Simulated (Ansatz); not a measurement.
## BaTiO3 (R3m): how G0W0 depends on its starting point

Aim: G0W0 for BaTiO3 (R3m) on several starting functionals, at one mesh, band count and screening cutoff.

Program: Ansatz 0.2.0. Level of theory: G0W0 on several functionals, plane waves, PAW. Results are calculated unless marked as measured.

### Step 1. Set-up

Symmetry: R3m, No. 160, trigonal system. Conventional cell: a = 5.655 Å, b = 5.655 Å, c = 6.955 Å, α = 90.00°, β = 90.00°, γ = 120.00°. Ba has 12 O at 2.79 to 2.89 Å nearest. Nearest to Ti lie 6 O at 1.87 to 2.14 Å. Nearest to O lie 2 Ti at 1.87 to 2.14 Å and 4 Ba at 2.79 to 2.89 Å. Farther neighbours and most contacts between anions are not listed.

The cell and positions come from the Crystallography Open Database and are kept as given unless a step says otherwise. Spin-orbit coupling is left out unless a step names it.

### Step 2. G0W0 on LDA

Now the one-shot GW correction: screening in the RPA, then the self-energy of the levels asked for. This step takes hard PAW files.

This step: G0W0 on LDA, plane waves, PAW.

input.yaml reads:

```yaml
crystal:
  lattice:
    - [2.8273666084, 1.6323808724, 2.3183934932]
    - [-2.8273666084, 1.6323808724, 2.3183934932]
    - [0.0, -3.2647617449, 2.3183934932]
  atoms:
    - { symbol: Ba, position: [0.0, 0.0, 0.0] }
    - { symbol: Ti, position: [0.4845, 0.4845, 0.4845] }
    - { symbol: O, position: [0.5086, 0.5086, 0.0175] }
    - { symbol: O, position: [0.0175, 0.5086, 0.5086] }
    - { symbol: O, position: [0.5086, 0.0175, 0.5086] }
kpoints:
  mp_grid: { grid: [6, 6, 6] }
hamiltonian:
  xc: lda
  pseudopotentials: { kind: paw, source: ansatz }
scf:
  occupations: { method: fixed }
gw:
  n_empty_bands: 381
  ecut_chi: 190.0
  qp_bands: [v2, c2]
  qp_kpoints: band_edges
  screening: { model: contour_deformation }
```

Run with:

```
ansatz run input.yaml --threads 4 --pin off --max-ram 138240MiB --backend cuda --events-out ev --progress --plain --runs-dir out --devices 1 --max-vram 26GiB
```

Numbers of over 12 decimals in the logs are rounded to 6 here.

The log of the run:

```text
GPUs: using 1 of 1 available (devices: 1).
Engine: ansatz 0.2.0, x86_64-unknown-linux-gnu
Pseudopotentials: kind: paw
Pseudopotential: Ba, paw, valence charge 10, recommended cutoff 300 eV (normal), Ba.paw.azcp
Pseudopotential: Ti, paw, valence charge 12, recommended cutoff 740 eV (normal), Ti.paw.azcp
Pseudopotential: O, paw, valence charge 6, recommended cutoff 930 eV (normal), O.paw.azcp
Functional definition: SPW92
  exchange = slater_x
  correlation = pw_c
device memory: the entry about to start is reckoned to put 1.9 GiB on a device that reports 31.7 GiB free (of which the cap on the GPU budget leaves the run 26.0 GiB)
GPU FFT provider: cuFFT
GPU libraries: cuBLAS 13.8.2, cuFFT 12.4.0, cuSOLVER 12.3.4
Crystal: 5 atoms, lattice volume = 64.201 Å³
Basis set: ecut = 930 eV, 4103 PW (Γ)
Bands: 25, of which v1, the nominal top of the filled ones, is band 20 counted from 1 (19 counted from 0)
Symmetry: 6 space group operations
Space group: R3m (ITA 160), of the structure as read, at distance tolerance 4.0e-5 Å
k-points: 32 of 216 (time reversal used)
Non-local potential: Ba, projectors of the file, l = 0: 3, l = 1: 2, l = 2: 2, l = 3: 2
Non-local potential: Ti, projectors of the file, l = 0: 2, l = 1: 2, l = 2: 2, l = 3: 1
Non-local potential: O, projectors of the file, l = 0: 2, l = 1: 2, l = 2: 1
PAW form: soft (Blöchl's): semilocal exchange-correlation on the pseudo side does not see the compensation charge
PAW frozen core: Ba, regenerated for the run's functional, and the local potential with it (the file was generated under x = pbe(κ = 0.804, μ = 0.219515), c = pbe(β = 0.066725))
PAW frozen core: Ti, regenerated for the run's functional, and the local potential with it (the file was generated under x = pbe(κ = 0.804, μ = 0.219515), c = pbe(β = 0.066725))
PAW frozen core: O, regenerated for the run's functional, and the local potential with it (the file was generated under x = pbe(κ = 0.804, μ = 0.219515), c = pbe(β = 0.066725))
PAW one-centre angular grid: Ba, 194 points (default); XC on 64 Gauss nodes
PAW one-centre angular grid: Ti, 590 points (default); XC on 64 Gauss nodes
PAW one-centre angular grid: O, 110 points (default); XC on 64 Gauss nodes
Initial density: superposition of atomic densities (chi_scale 0.1, normalization cell, long waves kept (reshape's long-wave potential 0.00 eV rms))
Initial wavefunctions: pseudopotential atomic-orbital guess
GPU buffer pool allocated for 91125 grid points (all kernels)
GPU transforms: local potential and band sums: pruned to the plane-wave sphere, on 45×45×45
Functional: x = slater, c = lda
SCF iter   1: F=—  HF=-9892.358652 eV  |F-HF|=—  |Δ(HF+E_count)|=         —  Δρ=8.80e-2  dr2=6.35e0  ethr=3.10e-3  ⟨swp⟩=4.1  Hψ=3192  notcnv=0  defer=45
preconditioner: auto → Resta (q_TF=auto, 2.521 Å⁻¹)  ε∞=4.6  [insulator: Δε(μ)=4.134 eV  Ē_g=13.804 eV  n_scr=18 (ndim 8)  ℏωp=26.2 eV  f_vac=0.002  ε∞_Penn≈4.6]
SCF iter   2: F=—  HF=-9890.684337 eV  |F-HF|=—  |Δ(HF+E_count)|=    1.67e0  Δρ=4.96e-2  dr2=9.21e-1  ethr=3.10e-3  ⟨swp⟩=3.5  Hψ=1938  notcnv=0  defer=67
SCF iter   3: F=—  HF=-9890.457148 eV  |F-HF|=—  |Δ(HF+E_count)|=   2.27e-1  Δρ=2.08e-2  dr2=2.93e-1  ethr=2.30e-3  ⟨swp⟩=2.2  Hψ=1205  notcnv=0  defer=65
SCF iter   4: F=—  HF=-9890.385255 eV  |F-HF|=—  |Δ(HF+E_count)|=   7.19e-2  Δρ=8.47e-3  dr2=3.74e-2  ethr=7.32e-4  ⟨swp⟩=2.6  Hψ=1378  notcnv=0  defer=68
SCF iter   5: F=—  HF=-9890.378036 eV  |F-HF|=—  |Δ(HF+E_count)|=   7.22e-3  Δρ=3.36e-3  dr2=9.54e-3  ethr=9.36e-5  ⟨swp⟩=3.0  Hψ=1567  notcnv=0  defer=93
SCF iter   6: F=—  HF=-9890.376346 eV  |F-HF|=—  |Δ(HF+E_count)|=   1.69e-3  Δρ=9.03e-4  dr2=6.42e-4  ethr=2.38e-5  ⟨swp⟩=3.0  Hψ=1167  notcnv=0  defer=93
SCF iter   7: F=—  HF=-9890.376289 eV  |F-HF|=—  |Δ(HF+E_count)|=   5.65e-5  Δρ=6.93e-4  dr2=3.96e-4  ethr=1.61e-6  ⟨swp⟩=1.0  Hψ=768  notcnv=0  defer=87
SCF iter   8: F=—  HF=-9890.376222 eV  |F-HF|=—  |Δ(HF+E_count)|=   6.72e-5  Δρ=2.60e-4  dr2=5.65e-5  ethr=9.89e-7  ⟨swp⟩=2.0  Hψ=1050  notcnv=0  defer=71
SCF iter   9: F=—  HF=-9890.376212 eV  |F-HF|=—  |Δ(HF+E_count)|=   1.04e-5  Δρ=2.62e-5  dr2=5.98e-7  ethr=1.41e-7  ⟨swp⟩=1.2  Hψ=813  notcnv=0  defer=34
SCF iter  10: F=-9890.376212 eV  HF=-9890.376212 eV  |F-HF|=1.46e-9  |Δ(HF+E_count)|=   5.30e-9  Δρ=2.58e-6  dr2=2.01e-9  ethr=2.50e-10  ⟨swp⟩=10.2  Hψ=3318  notcnv=0
SCF 1 converged in 10 iterations: F = -9890.376212 eV  dr2 = 2.01e-9
  greatest PAW one-centre occupation: 0.927 electrons in one spin orbital (limit 2), on the Ti atom at site 1 (counted from 0), in its partial waves of l = 0
device memory: the entry about to start is reckoned to put 1.8 GiB (of the 2.1 GiB reckoned in all, the device holds 0.3 GiB already) on a device that reports 31.4 GiB free (of which the cap on the GPU budget leaves the run 25.8 GiB)
NSCF: frozen V_eff on 32 k-points, pencils in batches of 32, up to order 100
the band table was solved once the SCF had ended and its energy, with any forces and stress, was formed, with the checks that follow a solve (3697 applications of the Hamiltonian). They found nothing against the state; the energy, forces and stress were not computed again (output.eigenvalues in the input reference)
device memory: the entry about to start is reckoned to put 8.6 GiB on a device that reports 31.7 GiB free (of which the cap on the GPU budget leaves the run 26.0 GiB)
NSCF: frozen V_eff on 32 k-points
G₀W₀ screening: q 1/32
[... further progress lines ...]
device memory: the entry about to start is reckoned to put 0.7 GiB on a device that reports 45.8 GiB free (of which the cap on the GPU budget leaves the run 26.0 GiB)
NSCF: frozen V_eff on 1 k-points
device memory: the entry about to start is reckoned to put 0.7 GiB on a device that reports 45.8 GiB free (of which the cap on the GPU budget leaves the run 26.0 GiB)
NSCF: frozen V_eff on 1 k-points
device memory: the entry about to start is reckoned to put 0.6 GiB on a device that reports 45.8 GiB free (of which the cap on the GPU budget leaves the run 26.0 GiB)
NSCF: frozen V_eff on 1 k-points
SCF converged after 10 iterations
Free energy (F): -9890.376212 eV
Harris-Foulkes:  -9890.376212 eV  (|F-HF|=1.46e-9)
Internal energy: -9890.376212 eV  (E = F + TS)
E sigma→0 (E₀):  -9890.376212 eV
Fermi energy:    9.874652 eV
--- Per-component energies (eV) ---
  E_band       = -148.992157
  E_kinetic    = 1422.520976
  E_local      = -3022.581136  (includes V_loc(G=0)·N_el)
  E_nonlocal   = 658.119775
  E_hartree    = 840.047865
  E_xc         = -816.675884
  E_vxc        = -778.293190  (∫ρ·V_xc dr)
  E_paw        = -6163.491852  (= ΣΔE_a)
  E_vpaw       = -108.854822  (= ΣTr[D̂ρ^β])
  E_aug_tail   = 0.000048  (compensation charges beyond the density's cutoff)
  E_ewald      = -2809.213684
  E_core_change = 0.897681  (= ΣΔE_core)
  E_smearing   = -0.000000  (= −TS)
  E_closure    = -0.000000  (closes the sum)
  Σ components = -9890.376212   (vs F -9890.376212, Δ=0.00e0)
--- Band table (eV; the first three rows and the last of 32) ---
  k-point 0: bands = [... 16 lower, 8.7711, 9.3731, 9.5172, 9.5172, 12.2221, 12.2221, 12.3773, 14.4464, ... 1 higher]
  k-point 1: bands = [... 16 lower, 8.6021, 8.9644, 9.3973, 9.4104, 12.2724, 12.6078, 12.6344, 14.4429, ... 1 higher]
  k-point 2: bands = [... 16 lower, 8.2995, 8.4133, 9.0809, 9.1792, 12.3465, 13.2977, 13.3934, 14.4285, ... 1 higher]
  k-point 31: bands = [... 16 lower, 7.5833, 9.8602, 9.8602, 9.8747, 14.2304, 14.3803, 14.3803, 16.5267, ... 1 higher]
--- G₀W₀: contour deformation, 7 samples at zero and on the imaginary axis and 2 off it, 216 q-points, 381 empty bands' worth ---
  eigenvalues of the whole cell's RPA ε∞ on this k-mesh (on a slab, of 1 + 4πα/V) = 5.3726, 5.8513, 5.8513; static W/v taken at q = 0 is 0.175864
  bands read: the sum over 401 bands ends inside a degenerate multiplet in 1 slot, whose members it reads at an even weight; the widest, k=31: bands 401 to 402 (counted from 1) at 1/2 each
  gw.qp_kpoints: band_edges: 26 of 32 stored k-points solved, in 1 pass; an edge of the gap read off the rows below is read off those points alone
    valence top: of the k-points left out ik 13 came nearest to being solved in a further pass, in band 19 (counted from 1, as in the quasiparticle table): it holds the edge there only if its correction is more favourable than any solved in that band by at least 0.632 eV; those differ by 0.098 eV
    conduction bottom: of the k-points left out ik 21 came nearest to being solved in a further pass, in band 21 (counted from 1, as in the quasiparticle table): it holds the edge there only if its correction is more favourable than any solved in that band by at least 0.603 eV; those differ by 0.038 eV
    ik  band        ε_KS         Σx   Σc(E_QP)       V_xc       Z   E_QP_lin       E_QP  E_QP is
     0    19      9.5172   -25.7262     3.8805   -21.4266  0.7282     9.0950     9.0981  root
     0    20      9.5172   -25.7262     3.8805   -21.4266  0.7282     9.0950     9.0981  root
     0    21     12.2221   -13.0408    -6.2771   -20.6325  0.7412    13.5672    13.5367  root
     0    22     12.2221   -13.0408    -6.2771   -20.6325  0.7412    13.5672    13.5367  root
     1    19      9.3973   -25.7131     3.9511   -21.3337  0.7271     8.9657     8.9690  root
     1    20      9.4104   -25.3406     3.8239   -21.1009  0.7273     8.9915     8.9946  root
     1    21     12.2724   -13.1885    -6.2795   -20.7781  0.7399    13.6132    13.5825  root
     1    22     12.6078   -13.6094    -6.4288   -21.3525  0.7318    13.9561    13.9221  root
     2    19      9.0809   -25.1617     3.8285   -20.9159  0.7249     8.6603     8.6636  root
     2    20      9.1792   -25.7696     4.1097   -21.2061  0.7254     8.7216     8.7254  root
     2    21     12.3465   -13.2984    -6.4150   -21.0438  0.7368    13.7098    13.6769  root
     2    22     13.2977   -14.3210    -6.8658   -22.5092  0.7129    14.6629    14.6201  root
     3    19      8.9402   -25.2664     3.9297   -20.9022  0.7238     8.5021     8.5058  root
     3    20      9.0809   -25.8451     4.2009   -21.1743  0.7249     8.6068     8.6110  root
     3    21     12.3801   -13.3456    -6.4997   -21.1893  0.7352    13.7583    13.7241  root
     3    22     13.6715   -14.6329    -7.1746   -23.1318  0.7009    15.0454    14.9957  root
     4    19      9.2748   -25.3852     3.9058   -21.0502  0.7270     8.8422     8.8455  root
     4    20      9.3720   -25.5343     4.1012   -20.9796  0.7232     8.9146     8.9185  root
     4    21     12.5862   -13.4692    -6.4916   -21.2803  0.7329    13.9400    13.9058  root
     4    22     12.6629   -13.7325    -6.4698   -21.5254  0.7296    14.0210    13.9860  root
     5    19      9.0182   -25.2487     4.1255   -20.6614  0.7230     8.5521     8.5564  root
     5    20      9.2152   -25.2483     4.1833   -20.5983  0.7204     8.7440     8.7485  root
     5    21     12.6649   -13.6433    -6.5936   -21.5752  0.7295    14.0396    14.0032  root
     5    22     13.3367   -14.2084    -6.9699   -22.5103  0.7123    14.7129    14.6687  root
[...]
30    19      9.5437   -25.2677     4.3849   -20.4058  0.7188     9.0620     9.0666  root
    30    20      9.6613   -25.4422     4.3841   -20.5969  0.7186     9.1959     9.2001  root
    30    21     13.8670   -14.4657    -7.3958   -23.1897  0.6978    15.2482    15.1952  root
    30    22     14.0698   -14.3588    -7.6173   -23.3091  0.6923    15.4602    15.4028  root
    31    19      9.8602   -25.7254     4.3849   -20.8869  0.7201     9.4027     9.4066  root
    31    20      9.8747   -25.7490     4.3942   -20.9005  0.7201     9.4165     9.4204  root
    31    21     14.2304   -14.5891    -7.7889   -23.7007  0.6846    15.6144    15.5531  root
    31    22     14.3803   -14.6902    -7.8811   -23.8989  0.6813    15.7722    15.7078  root
```

Run time: 2 min. Hardware: 1 × NVIDIA H100 80GB HBM3 (shared by 3 runs) with 4 threads of AMD EPYC 7R13 (Zen 3), shared host; peak memory 3 GiB.

This step gave:

```
bands summed                                 : 401
RPA ε∞ on this mesh (eigenvalues)            : 5.373, 5.851, 5.851
plane waves in the screening matrix          : 389
q-points in the mesh                         : 216
G0W0 gap on the mesh                         : 4.116 eV
k of the valence top                         : -0.5, -0.5, -0.5
k of the conduction bottom                   : 0, 0, 0
starting gap on the mesh                     : 2.347 eV
Z at the valence top                         : 0.7201
Z at the conduction bottom                   : 0.7412
least direct G0W0 gap on the computed points : 4.439 eV
```

The gap on the mesh goes from 2.35 eV to 4.12 eV, a correction of +1.77 eV. Between the two edge states, bare exchange in place of the xc potential would open the gap by 12.44 eV, and correlation takes back 10.67 eV.

(Part 1 of 2 ends here.)

[Paths, hosts, dates, memory and timing lines, banners, echoed tables and standing remarks are left out of the program output.]

[Logs are printed without paths, hosts, clocks, repeated set-up lines and the standing remarks that a program may print on its own settings, such as how far it seeks lower states.]

[Runs of the session that timed out or met a known fault of the program may be left out.]

[Cells called generated may have been cut or substituted from an entry of the Crystallography Open Database or the Materials Project.]

[Hosts, paths, dates, database ids (printed as entryN), source tags and the programs' standing remarks are cut or masked in the printed files.]
